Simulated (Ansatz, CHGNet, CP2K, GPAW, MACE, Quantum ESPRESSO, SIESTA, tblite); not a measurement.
**Other levels on (9,9) carbon nanotube bundle (108 atoms)**

The cell holds 108 atoms: 108 C. Cell: a = 15.506 Å, b = 15.506 Å, c = 7.380 Å, α = 90.0°, β = 90.0°, γ = 120.0°. It derives from C (graphene). Graphene sheet (a = 2.46 Å) rolled into a (9,9) tube of diameter 12.21 Å, 3 periods, hexagonal bundle with 3.3 Å between walls; not relaxed, displaced by a Gaussian of 0.02 Å. Then every atom was moved at random, 0.02 Å r.m.s. a Cartesian component.

Geometry: as built.

The reference, a calculation:

```
method                 : Kohn-Sham DFT, PBE, SSSP efficiency 1.3.0 pseudopotentials, plane waves (Quantum ESPRESSO 7.5); sssp-pbe-1.3.0-efficiency, cutoffs 45/360 Ry, Γ point
r.m.s. force component : 1.652 eV/Å
longest force          : 9.299 eV/Å
pressure               : 3.581 GPa
time                   : 3 min on 4 MPI ranks of Arm Neoverse V1, shared host
CPU time               : 12 min
```

Runs, in no order:
A. CP2K PBE, DZVP-MOLOPT-SR, 157/50 Ry, diagonalisation: Kohn-Sham DFT, PBE, GTH-PBE pseudopotentials, Gaussian and plane waves, DZVP-MOLOPT-SR-GTH, diagonalisation
B. CP2K PBE, TZVP-MOLOPT, 450/50 Ry, diagonalisation: Kohn-Sham DFT, PBE, GTH-PBE pseudopotentials, Gaussian and plane waves, TZVP-MOLOPT-GTH, diagonalisation
C. GPAW PBE, LCAO dzp, h 0.2 Å: Kohn-Sham DFT, PBE, PAW, atomic orbitals (dzp)
D. SIESTA PBE, DZP, shift 0.01 Ry, mesh 100 Ry: Kohn-Sham DFT, PBE, PseudoDojo 0.4.1 norm-conserving pseudopotentials (converted to PSML), numerical atomic orbitals (DZP), diagonalisation
E. CP2K PBE, DZVP-MOLOPT-SR, 450/50 Ry, diagonalisation: Kohn-Sham DFT, PBE, GTH-PBE pseudopotentials, Gaussian and plane waves, DZVP-MOLOPT-SR-GTH, diagonalisation

**Question.** Rank the runs by how far their forces lie from the reference's, least first.

B, E, A, C, D.

| run | Δ force, r.m.s. (meV/Å) | share of r.m.s. force (%) | CPU time |
| --- | --- | --- | --- |
| B. CP2K PBE, TZVP-MOLOPT, 450/50 Ry, diagonalisation | 12.2 | 0.740 | 2.2 h |
| E. CP2K PBE, DZVP-MOLOPT-SR, 450/50 Ry, diagonalisation | 31.2 | 1.89 | 9.1 min |
| A. CP2K PBE, DZVP-MOLOPT-SR, 157/50 Ry, diagonalisation | 51.7 | 3.13 | 7 min |
| C. GPAW PBE, LCAO dzp, h 0.2 Å | 135 | 8.16 | 2.3 min |
| D. SIESTA PBE, DZP, shift 0.01 Ry, mesh 100 Ry | 232 | 14.0 | 86 s |

The electronic-structure runs sample only Γ, in a cell whose shortest periodic width is 7 Å, which is coarse for a cell with partly filled levels.

[Logs are printed without paths, hosts, clocks, repeated set-up lines and the standing remarks that a program may print on its own settings, such as how far it seeks lower states.]

[Hosts, paths, dates, database ids (printed as entryN), source tags and the programs' standing remarks are cut or masked in the printed files.]
